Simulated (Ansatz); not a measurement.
# Mg (P6_3/mmc, 2 atoms in the cell) under uniaxial strain along c

Aim: how do the optical modes of Mg (P6_3/mmc, 2 atoms in the cell) shift and split under this strain?

Main program and level: Ansatz 0.2.0; DFT PBEsol, scalar-relativistic, plane waves, PAW; PAW set soft_1.

Report form: the programs' logs are mostly left out.

### 1. Set-up

It takes space group P6_3/mmc (No. 194, hexagonal). The conventional cell has a = 3.209 Å, b = 3.209 Å, c = 5.210 Å, α = 90.00°, β = 90.00°, γ = 120.00°. Nearest to Mg lie 12 Mg at 3.20 to 3.21 Å.

### 2. Relaxation

The cell and atoms are relaxed, since residual forces and stress would shift the frequencies.

The input, input.yaml:

```yaml
crystal:
  lattice:
    - [3.2093, 0.0, 0.0]
    - [-1.60465, 2.7793353284, 0.0]
    - [0.0, 0.0, 5.2103]
  atoms:
    - { symbol: Mg, position: [0.33333333, 0.66666667, 0.25] }
    - { symbol: Mg, position: [0.66666667, 0.33333333, 0.75] }
kpoints:
  mp_grid: { grid: [15, 15, 8] }
hamiltonian:
  xc: pbesol
  pseudopotentials: { kind: paw, azcp: { folder: soft_1 }, xc_functional: pbe }
scf:
  occupations: { method: gaussian, width: 0.1 }
output:
  forces: true
  stress: true
  eigenvalues: true
relax:
  adjacent_minimum: "off"
  f_tol: 0.005
  max_steps: 80
  cell: { stress_tol: 0.05 }
```

On the command line:

```sh
> ansatz run input.yaml --threads 4 --pin off --max-ram 10240MiB --backend cpu --events-out ev --progress --plain --runs-dir out
```

It took 3.7 s on 4 threads of Intel Xeon Platinum 8488C (Sapphire Rapids), shared host; peak memory 0.44 GiB.

The steps of the relaxation:

| step | energy less that of the first step (eV) | largest force component (eV/Å) | pressure (GPa) | volume (Å³) |
| --- | --- | --- | --- | --- |
| 1 | 0.0000 | 0.0000 | -1.14 | 46.47 |
| 2 | -0.0061 | 0.0000 | -0.24 | 45.28 |
| 3 | -0.0065 | 0.0000 | 0.03 | 44.95 |
| 4* | -0.0064 | 0.0000 | 0.03 | 44.95 |

Relaxation steps marked * repeat the geometry before them on a plane-wave basis chosen anew for their cell, so energy and pressure can jump there.

Forces are held to the 24 operations that the run works with; a distortion that breaks them can't arise in this run.

| conventional cell, symmetrised | before | after | change |
| --- | --- | --- | --- |
| a (Å) | 3.209 | 3.188 | -0.7 % |
| b (Å) | 3.209 | 3.188 | -0.7 % |
| c (Å) | 5.210 | 5.108 | -2.0 % |
| volume (Å³/atom) | 23.24 | 22.47 | -3.3 % |

Final coordinates:

```xyz
2
Lattice="3.1877 0.0000 0.0000 -1.5939 2.7606 0.0000 0.0000 0.0000 5.1077" Properties=species:S:1:pos:R:3 pbc="T T T"
Mg    0.0000    1.8404    1.2769
Mg    1.5939    0.9202    3.8308
```

This step gave:

* pressure: 0.03150 GPa
* volume per atom: 22.47 Å³
* gap on the k-mesh: 0 eV

In this step the volume went from 23.24 to 22.47 Å³/atom.

### 3. Tight relaxation

Phonons need small forces and stress, so the relaxation is finished with tight tolerances on 15×15×8 k points.

input.yaml, the sections that differ from step 2:

```yaml
crystal:
  lattice:
    - [3.18771012, 0.0, 0.0]
    - [-1.59385506, 2.7606379438, 0.0]
    - [0.0, 0.0, 5.1077088303]
  atoms:
    - { symbol: Mg, position: [0.3333333333, 0.6666666667, 0.25] }
    - { symbol: Mg, position: [0.6666666667, 0.3333333333, 0.75] }
scf:
  occupations: { method: methfessel_paxton, width: 0.2 }
output:
  forces: true
  stress: true
  eigenvalues: true
  write_density: true
  write_potential: true
  elf: true
  volumetric_format: npy
relax:
  adjacent_minimum: "off"
  f_tol: 0.001
  max_steps: 60
  cell: { stress_tol: 0.01 }
# kpoints, hamiltonian: as in step 2
```

Elapsed: 3.3 s, on 4 threads; peak memory 0.44 GiB.

The steps of the relaxation:

| step | energy less that of the first step (eV) | largest force component (eV/Å) | pressure (GPa) | volume (Å³) |
| --- | --- | --- | --- | --- |
| 1 | 0.0000 | 0.0000 | 0.03 | 44.95 |
| 2 | 0.0000 | 0.0000 | 0.00 | 44.98 |
| 3 | 0.0000 | 0.0000 | 0.00 | 44.98 |
| 4* | 0.0000 | 0.0000 | 0.00 | 44.98 |

Relaxation steps marked * repeat the geometry before them on a plane-wave basis chosen anew for their cell, so energy and pressure can jump there.

Forces are held to the 24 operations that the run works with; a distortion that breaks them can't arise in this run.

| conventional cell, symmetrised | before | after | change |
| --- | --- | --- | --- |
| a (Å) | 3.188 | 3.191 | +0.1 % |
| b (Å) | 3.188 | 3.191 | +0.1 % |
| c (Å) | 5.108 | 5.101 | -0.1 % |
| volume (Å³/atom) | 22.47 | 22.49 | +0.1 % |

Final coordinates:

```
Mg
1.0
     3.19083    0.00000    0.00000
    -1.59542    2.76334    0.00000
     0.00000    0.00000    5.10107
Mg
2
Direct
  0.33333 0.66667 0.25000
  0.66667 0.33333 0.75000
```

This step gave:

* pressure: 0.002878 GPa
* volume per atom: 22.49 Å³

Valence density in the ac plane at fractional y = 0.333, with atoms of Mg within 0.2 Å of it. It is the smooth field of the valence electrons, not physical close to the nuclei.

Ten steps, logarithmic in the rise over the least value, from '0' (0 e/Å³) to '9' (26 e/Å³):
```
0000000000000000
0000000000000000
0000000001121000
0000000014665200
0000000047887510
0000000158999620
0000000158999620
0000000047887510
0000000014665200
0000000001121000
0000000000000000
0000000000000000
0000000000000000
0000000000000000
0000000000000000
0000000000000000
0000000000000000
0000000000000000
0000000000000000
0000000000000000
0000000000000000
0000000000000000
0000000000000000
0000000000000000
0000000000000000
0000000000000000
```
Columns run along a (3.2 Å), rows up along c (5.1 Å). Atoms in or near the plane, at fractional coordinates: Mg at (0.67, 0.75).

Electrostatic potential energy in the ac plane at fractional y = 0.333, with atoms of Mg within 0.2 Å of it. With pseudopotentials it is smooth inside the atoms' cores, unlike the true potential.

Ten even steps from '0' (-69 eV) to '9' (8 eV):
```
9999999999999999
9999999998888999
9999999987666889
9999999864223589
9999998740000368
9999998630000158
9999998630000158
9999998740000368
9999999864223589
9999999987666889
9999999998888999
9999999999999999
9999999999999999
9999999999999999
9999999999999999
9999999999999999
9999999999999999
9988899999999999
9888899999999999
9888899999999999
9988899999999999
9999999999999999
9999999999999999
9999999999999999
9999999999999999
9999999999999999
```
Columns run along a (3.2 Å; values clipped at the 3rd and 97th percentile), rows up along c (5.1 Å). Atoms in or near the plane, at fractional coordinates: Mg at (0.67, 0.75).

ELF in the ac plane at fractional y = 0.333, with atoms of Mg within 0.2 Å of it. It is the smooth field of the valence electrons, not physical close to the nuclei.

Ten even steps from '0' (0.05) to '9' (0.68):
```
7777777532111356
6777775200000014
4777752001221001
2678740014554200
1578620044334410
1578620143112420
1578620143112420
1578620044334410
2678740014554200
4777752001221001
6777775200000014
7777777532111356
7777777776556777
7666677888888888
6544467889999987
4322246789999986
2100124689999975
1000013689999974
1000012589999873
1000012589999873
1000013689999974
2100124689999975
4322246789999986
6544467889999987
7666677888888888
7777777776556777
```
Columns run along a (3.2 Å), rows up along c (5.1 Å). Atoms in or near the plane, at fractional coordinates: Mg at (0.67, 0.75).

The forces vanish by symmetry and the pressure is 0.003 GPa, within the tolerances set. The cell now holds 22.49 Å³/atom.

### 4. Modes at rest

Phonons follow from the second derivative of the energy, found here by linear response.

The modes at rest are the reference of the series.

input.yaml, the sections that differ from step 3:

```yaml
crystal:
  lattice:
    - [3.1908322491, 0.0, 0.0]
    - [-1.5954161245, 2.7633417869, 0.0]
    - [0.0, 0.0, 5.1010707403]
  atoms:
    - { symbol: Mg, position: [0.3333333333, 0.6666666667, 0.25] }
    - { symbol: Mg, position: [0.6666666667, 0.3333333333, 0.75] }
output:
  eigenvalues: true
phonons:
  method: dfpt
# kpoints, hamiltonian, scf: as in step 3
# relax: removed
```

Run time: 8.8 s. Hardware: 4 threads; peak memory 0.75 GiB.

This step gave:

```
sum-rule residual before enforcement                    : 9.48e-5 eV/Å²
point group                                             : 6/mmm
highest optical mode at the zone centre (no LO-TO term) : 256.3 cm⁻¹
lowest optical zone-centre mode                         : 131.0 cm⁻¹
```

Patterns of degenerate modes are one choice out of their space. Modes at Γ:

| mode | frequency (cm⁻¹) | symmetry |
| --- | --- | --- |
| 1 | 0.0 | acoustic |
| 2 | 0.0 | acoustic |
| 3 | 0.0 | acoustic |
| 4 | 131.0 | E2g |
| 5 | 131.0 | E2g |
| 6 | 256.3 | B1g |

Displacements in mode 4 (131.0 cm⁻¹), the largest set to 1:
```
Mg1  0.00  1.00  0.00
Mg2  0.00 -1.00  0.00
```

Displacements in mode 6 (256.3 cm⁻¹), the largest set to 1:
```
Mg1  0.00  0.00  1.00
Mg2  0.00  0.00 -1.00
```

Before it was imposed, the acoustic sum rule was missed by 9.5e-5 eV/Å². Small misses are needed for a sound result but don't prove that mesh and cutoff are converged. The lowest optical mode is real, 131 cm⁻¹.

### 5. Relaxation of a member: uniaxial strain of +4 % along c

The cell takes a uniaxial strain of +4 % along c. The strained length and the angles are held, while the rest of the cell and the atoms relax.

input.yaml, the sections that differ from step 4:

```yaml
crystal:
  lattice:
    - [3.1691130813, 0.0, 0.0]
    - [-1.5845565407, 2.7445324359, 0.0]
    - [0.0, 0.0, 5.3051135699]
  atoms:
    - { symbol: Mg, position: [0.3333333416, 0.6666666584, 0.25] }
    - { symbol: Mg, position: [0.6666666584, 0.3333333416, 0.75] }
output:
  forces: true
  stress: true
  eigenvalues: true
relax:
  adjacent_minimum: "off"
  f_tol: 0.001
  max_steps: 60
  cell: { stress_tol: 0.01, fix: [c, angles] }
# kpoints, hamiltonian, scf: as in step 4
# phonons: removed
```

Run time: 8.1 s. Hardware: 4 threads; peak memory 0.52 GiB; 29 s of CPU time.

Relaxation path:

| step | energy less that of the first step (eV) | largest force component (eV/Å) | pressure (GPa) | volume (Å³) |
| --- | --- | --- | --- | --- |
| 1 | 0.0000 | 0.0000 | -0.85 | 46.14 |
| 2 | -0.0002 | 0.0000 | -0.72 | 45.97 |
| 3 | -0.0002 | 0.0000 | -0.67 | 45.91 |
| 4* | -0.0002 | 0.0000 | -0.67 | 45.91 |

Relaxation steps marked * repeat the geometry before them on a plane-wave basis chosen anew for their cell, so energy and pressure can jump there.

| conventional cell, symmetrised | before | after | change |
| --- | --- | --- | --- |
| a (Å) | 3.169 | 3.161 | -0.3 % |
| b (Å) | 3.169 | 3.161 | -0.3 % |
| c (Å) | 5.305 | 5.305 | -0.0 % |
| volume (Å³/atom) | 23.07 | 22.95 | -0.5 % |

Final coordinates:

```
Mg
1.0
     3.16107    0.00000    0.00000
    -1.58053    2.73757    0.00000
     0.00000    0.00000    5.30511
Mg
2
Direct
  0.33333 0.66667 0.25000
  0.66667 0.33333 0.75000
```

Numbers from this step:

| Property | Result |
| --- | --- |
| pressure | -0.6656 GPa |
| volume per atom | 22.95 Å³ |

The forces vanish by symmetry.

The cell shrank by 0.5 % in volume.

### 6. Modes of this member: uniaxial strain of +4 % along c

The zone-centre modes follow for uniaxial strain of +4 % along c.

input.yaml, the sections that differ from step 5:

```yaml
crystal:
  lattice:
    - [3.161067931, 0.0, 0.0]
    - [-1.5805339655, 2.7375651313, 0.0]
    - [0.0, 0.0, 5.3051135699]
  atoms:
    - { symbol: Mg, position: [0.3333333306, 0.6666666694, 0.25] }
    - { symbol: Mg, position: [0.6666666694, 0.3333333306, 0.75] }
output:
  eigenvalues: true
phonons:
  method: dfpt
# kpoints, hamiltonian, scf: as in step 5
# relax: removed
```

It took 11 s on 4 threads; peak memory 0.77 GiB.

This step gave:

- sum-rule residual before enforcement: 3.11e-5 eV/Å²
- highest optical mode at the zone centre (no LO-TO term): 227.2 cm⁻¹
- lowest optical zone-centre mode: 116.5 cm⁻¹

Patterns of degenerate modes are one choice out of their space. Modes at Γ:

| mode | frequency (cm⁻¹) | symmetry |
| --- | --- | --- |
| 1 | 0.0 | acoustic |
| 2 | 0.0 | acoustic |
| 3 | 0.0 | acoustic |
| 4 | 116.5 | E2g |
| 5 | 116.5 | E2g |
| 6 | 227.2 | B1g |

The lowest optical mode is real, 117 cm⁻¹, and the highest lies at 227.2 cm⁻¹.

For the highest optical mode at the zone centre (no LO-TO term), step 4 gave 256 cm⁻¹; this run, with strain 4 %, gives 227 cm⁻¹ (-11 %).

### 7. A member of the series: uniaxial strain of -4 % along c

The cell takes a uniaxial strain of -4 % along c. The strained length and the angles are held, while the rest of the cell and the atoms relax.

input.yaml, the sections that differ from step 6:

```yaml
crystal:
  lattice:
    - [3.2088742163, 0.0, 0.0]
    - [-1.6044371082, 2.7789665889, 0.0]
    - [0.0, 0.0, 4.8970279107]
  atoms:
    - { symbol: Mg, position: [0.3333333362, 0.6666666638, 0.25] }
    - { symbol: Mg, position: [0.6666666638, 0.3333333362, 0.75] }
output:
  forces: true
  stress: true
  eigenvalues: true
relax:
  adjacent_minimum: "off"
  f_tol: 0.001
  max_steps: 60
  cell: { stress_tol: 0.01, fix: [c, angles] }
# kpoints, hamiltonian, scf: as in step 6
# phonons: removed
```

Run time: 7.6 s. Hardware: 4 threads; peak memory 0.53 GiB.

The steps of the relaxation:

| step | energy less that of the first step (eV) | largest force component (eV/Å) | pressure (GPa) | volume (Å³) |
| --- | --- | --- | --- | --- |
| 1 | 0.0000 | 0.0000 | 1.32 | 43.67 |
| 2 | -0.0001 | 0.0000 | 1.18 | 43.83 |
| 3 | -0.0001 | 0.0000 | 1.15 | 43.86 |
| 4* | -0.0001 | 0.0000 | 1.15 | 43.86 |

Relaxation steps marked * repeat the geometry before them on a plane-wave basis chosen anew for their cell, so energy and pressure can jump there.

| conventional cell, symmetrised | before | after | change |
| --- | --- | --- | --- |
| a (Å) | 3.209 | 3.216 | +0.2 % |
| b (Å) | 3.209 | 3.216 | +0.2 % |
| c (Å) | 4.897 | 4.897 | +0.0 % |
| volume (Å³/atom) | 21.83 | 21.93 | +0.4 % |

The relaxed structure:

```xyz
2
Lattice="3.2160 0.0000 0.0000 -1.6080 2.7852 0.0000 0.0000 0.0000 4.8970" Properties=species:S:1:pos:R:3 pbc="T T T"
Mg    0.0000    1.8568    1.2243
Mg    1.6080    0.9284    3.6728
```

This step gave:

```yaml
pressure: 1.149 GPa
volume_per_atom: 21.93 Å³
```

The forces vanish by symmetry.

The cell grew by 0.4 % in volume.

### 8. Zone-centre modes of the member: uniaxial strain of -4 % along c

The zone-centre modes follow for uniaxial strain of -4 % along c.

input.yaml, the sections that differ from step 7:

```yaml
crystal:
  lattice:
    - [3.2160413202, 0.0, 0.0]
    - [-1.6080206601, 2.7851734829, 0.0]
    - [0.0, 0.0, 4.8970279107]
  atoms:
    - { symbol: Mg, position: [0.333333336, 0.666666664, 0.25] }
    - { symbol: Mg, position: [0.666666664, 0.333333336, 0.75] }
output:
  eigenvalues: true
phonons:
  method: dfpt
# kpoints, hamiltonian, scf: as in step 7
# relax: removed
```

Wall time 10 s (4 threads); peak memory 0.75 GiB.

Numbers from this step:

```yaml
sum_rule_residual_before_enforcement: 9.16e-5 eV/Å²
highest_optical_mode_at_the_zone_centre_no_lo_to_term: 286.4 cm⁻¹
lowest_optical_zone_centre_mode: 147.4 cm⁻¹
```

Patterns of degenerate modes are one choice out of their space. Modes at Γ:

| mode | frequency (cm⁻¹) | symmetry |
| --- | --- | --- |
| 1 | 0.0 | acoustic |
| 2 | 0.0 | acoustic |
| 3 | 0.0 | acoustic |
| 4 | 147.4 | E2g |
| 5 | 147.4 | E2g |
| 6 | 286.4 | B1g |

The lowest optical mode is real, 147 cm⁻¹, and the highest lies at 286.4 cm⁻¹.

Between step 4 and this run (strain -4 %) the value for the highest optical mode at the zone centre (no LO-TO term) moves from 256 cm⁻¹ to 286 cm⁻¹ (+12 %).

### 9. All members side by side

The members are set side by side, also those not shown above.

Stress is positive in compression; energies are extrapolated to zero smearing, and E0 is that at rest; the edges not held and the atoms are relaxed in each cell; all runs use 15×15×8 k points and Methfessel-Paxton smearing of 0.2 eV. State of the crystal along the series:

| strain (%) | stress along the axis (GPa) | free strain along a (%) | free strain along b (%) | E - E0 (meV/atom) |
| --- | --- | --- | --- | --- |
| -4 | 3.445 | 0.7901 | 0.7901 | 9.197 |
| -3 | 2.54 | 0.5654 | 0.5654 | 4.963 |
| -2 | 1.592 | 0.3869 | 0.3869 | 2.068 |
| -1 | 0.7269 | 0.2069 | 0.2069 | 0.5084 |
| 0 | 0.00434 | 0 | 0 | 0 |
| 1 | -0.6396 | -0.2099 | -0.2099 | 0.399 |
| 2 | -1.195 | -0.4357 | -0.4357 | 1.661 |
| 3 | -1.641 | -0.6807 | -0.6807 | 3.664 |
| 4 | -1.999 | -0.9328 | -0.9328 | 6.242 |

Optical modes are counted from below at rest and tracked from member to member by their patterns, and modes that stay within 0.3 cm⁻¹ of each other stand once; labels, where given, are those at rest; the edges not held and the atoms are relaxed in each cell; all runs use 15×15×8 k points and Methfessel-Paxton smearing of 0.2 eV. Optical modes along the series:

| strain (%) | optical mode 1 E2g (cm⁻¹) | optical mode 2 B1g (cm⁻¹) |
| --- | --- | --- |
| -4 | 147.4 | 286.4 |
| -3 | 143.2 | 278.9 |
| -2 | 139 | 271.3 |
| -1 | 134.9 | 263.7 |
| 0 | 131 | 256.3 |
| 1 | 127.2 | 248.8 |
| 2 | 123.5 | 241.5 |
| 3 | 120 | 234.3 |
| 4 | 116.5 | 227.2 |

Value and slope at zero strain of a cubic (a lower polynomial where under five rows exist) through the rows within 2 % of rest. Slopes at rest:

| mode | frequency (cm⁻¹) | shift per percent of strain (cm⁻¹) | shift per GPa of compressive stress (cm⁻¹) |
| --- | --- | --- | --- |
| optical mode 1 E2g | 131 | -3.85 | 5.67 |
| optical mode 2 B1g | 256.3 | -7.47 | 11 |

### 10. Summary of results

```
members                                                          : 9
highest optical mode at the zone centre (no LO-TO term), at rest : 256.3 cm⁻¹
Young’s modulus along c                                          : 67.9 GPa
optical mode 1 E2g, shift per percent                            : -3.85 cm⁻¹
optical mode 2 B1g, shift per percent                            : -7.47 cm⁻¹
```

What this shows: The stress changes by 0.68 GPa for each percent, a Young’s modulus of 68 GPa along c. For each percent the free edge responds with -0.21 %. The fastest shift in the table of slopes is -7.5 cm⁻¹ for each percent (optical mode 2 B1g), or 11.0 cm⁻¹ for each GPa of compressive stress. For small strain, the measured shift of a line that Raman or infrared light can see, divided by its slope, estimates the stress, if the state of stress is of this kind. These are harmonic frequencies at zero temperature: anharmonic shifts, linewidths and thermal expansion are left out. With no gap, or one that is small against the smearing, the frequencies hang on the k mesh and the smearing, most of all near Kohn anomalies. The PAW files were made for PBE; the program adapts parts of them to the functional of the run, but their partial waves stay those of PBE, an approximation that was not tested in this session. Only the zone centre was solved, so an instability at another wavevector cannot show here.

[Logs are printed without paths, hosts, clocks, repeated set-up lines and the standing remarks that a program may print on its own settings, such as how far it seeks lower states.]

[Hosts, paths, dates, database ids (printed as entryN), source tags and the programs' standing remarks are cut or masked in the printed files.]
